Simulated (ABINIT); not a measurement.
An input for ABINIT 10.8.3 (PbO (P4/nmm)):

```
acell 3*1.0 Angstrom
rprim 
  3.960000000000 0.000000000000 0.000000000000
  0.000000000000 3.960000000000 0.000000000000
  0.000000000000 0.000000000000 5.070000000000
ntypat 2
znucl 82 8
natom 4
typat 1 1 2 2
xred 
  0.000000000000 0.500000000000 0.238990104021
  0.500000000000 0.000000000000 0.761009895979
  0.000000000000 0.000000000000 0.000000000000
  0.500000000000 0.500000000000 0.000000000000
pp_dirpath "pseudos"
pseudos "Pb.upf, O.upf"
ecut 42
ngkpt 4 4 2
nshiftk 1
shiftk 0 0 0
kptopt 1
chksymbreak 0
istwfk *1
occopt 1
irdwfk 1
optdriver 4
nband 60
gwcalctyp 28
ecutsigx 42
symsigma 0
nkptgw 12
kptgw 
  0.0000000000 0.0000000000 0.0000000000
  0.2500000000 0.0000000000 0.0000000000
  0.5000000000 0.0000000000 0.0000000000
  0.2500000000 0.2500000000 0.0000000000
  0.5000000000 0.2500000000 0.0000000000
  0.5000000000 0.5000000000 0.0000000000
  0.0000000000 0.0000000000 0.5000000000
  0.2500000000 0.0000000000 0.5000000000
  0.5000000000 0.0000000000 0.5000000000
  0.2500000000 0.2500000000 0.5000000000
  0.5000000000 0.2500000000 0.5000000000
  0.5000000000 0.5000000000 0.5000000000
bdgw 
  21 34
  21 34
  21 34
  21 34
  21 34
  21 34
  21 34
  21 34
  21 34
  21 34
  21 34
  21 34
ecuteps 3.2
irdscr 1
ppmodel 1
irdqps 1
rhoqpmix 0.3
indata_prefix "in"
outdata_prefix "out"
tmpdata_prefix "tmp"
```

The database entry behind the starting cell differs from later determinations by our own check (c about 1 % long), so it need not match the best structure at ambient conditions.

```sh
OMP_NUM_THREADS=1 mpirun -n 4 abinit run.abi > log
```

**Question.** Estimate wall time and host memory on 4 MPI ranks of Intel Xeon Platinum 8488C (Sapphire Rapids), shared host.

It took 2.8 min; on shared hardware allow 84 s to 5.6 min. Peak host memory was 2.8 GiB.

[Paths, hosts, dates, memory and timing lines, banners, echoed tables and standing remarks are left out of the program output.]

[Logs are printed without paths, hosts, clocks, repeated set-up lines and the standing remarks that a program may print on its own settings, such as how far it seeks lower states.]

[Runs of the session that timed out or met a known fault of the program may be left out.]

[Hosts, paths, dates, database ids (printed as entryN), source tags and the programs' standing remarks are cut or masked in the printed files.]

[G0W0 gaps are taken among the corrected bands and points alone; a level outside them can change the order at an edge.]

[Where Ansatz stands beside ABINIT at settings called matched, ABINIT's density can come from a denser mesh and the files from another edition; pairs whose starting gaps differed by over 0.03 eV were left out, so agreement reads better than it is.]
